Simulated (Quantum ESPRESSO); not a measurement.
# Dipole at the next field: Nb2COF MXene, 1 layer

Method. Quantum ESPRESSO 7.5, PBE, GBRV ultrasoft; sawtooth field along the normal with dipole correction, ions clamped, threshold 1e-9 Ry; cell area 8.555 Å².

```tsv
field (V/Å)	dipole (e Å a cell)
0	−0.05115
0.1	−0.02502
0.2	0.00106
```

To predict: What is the dipole at 0.4 V/Å, and what electrostatic thickness 4πα/A follows from the rows?

**Fit.** The slope is (0.00106 − (−0.05115))/0.2 = 0.2611 e Å²/V, so 4πα/A = 180.95 × 0.2611/8.555 = 5.52 Å. Linear response gives p = −0.05115 + 0.2611 × (0.4) = 0.05327 e Å; a parabola through the three rows gives 0.05307.

**The withheld run.** p = 0.05317 e Å. The line misses by 0.1 % of the induced dipole and the parabola by 0.1 %. The response is linear over this range.

Caveats: Electrons alone respond; local and semilocal functionals tend to overscreen.

[Logs are printed without paths, hosts, clocks, repeated set-up lines and the standing remarks that a program may print on its own settings, such as how far it seeks lower states.]
